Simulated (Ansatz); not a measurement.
In doubt: masses and optical values from hybrid runs of this build are listed as unsure, which bears on the screening that GW takes from such a start; one-shot GW on d or f shells is unsure, so the values of those runs are not to be relied on.

Rows from a G0W0 calculation on GaCuSe2 (I-42d) (Ansatz 0.2.0; G0W0 on HSE06, plane waves, PAW; PAW set soft_1; 4×4×4 mesh, 395 empty bands, screening to 100 eV, PAW set soft_1 files), in eV. Spin-orbit coupling is left out.

```tsv
row	k	band	start	Σx	Σc at the solution	Vxc
A	Γ	c1	9.194	-10.414	-3.465	-14.113
B	Γ	v2	7.646	-28.342	3.405	-25.131
C	Γ	v1	7.765	-28.708	3.486	-25.431
D	Γ	c2	10.638	-8.478	-3.291	-11.810
```

**Question.** Give the quasiparticle energies and the shift of each level.

The quasiparticle equation reads E = start + Σx + Σc(E) − Vxc.

```tsv
row	E (eV)	shift (eV)
A	9.428	+0.234
B	7.840	+0.194
C	7.973	+0.209
D	10.680	+0.042
```

The gap over the computed points goes from 1.43 eV to 1.45 eV.

Limits: not at the basis limit; d shell near the gap, gap tends to lie low; no spin-orbit coupling.

[Paths, hosts, dates, memory and timing lines, banners, echoed tables and standing remarks are left out of the program output.]

[Logs are printed without paths, hosts, clocks, repeated set-up lines and the standing remarks that a program may print on its own settings, such as how far it seeks lower states.]

[Runs of the session that timed out or met a known fault of the program may be left out.]

[Cells called generated may have been cut or substituted from an entry of the Crystallography Open Database or the Materials Project.]

[Hosts, paths, dates, database ids (printed as entryN), source tags and the programs' standing remarks are cut or masked in the printed files.]
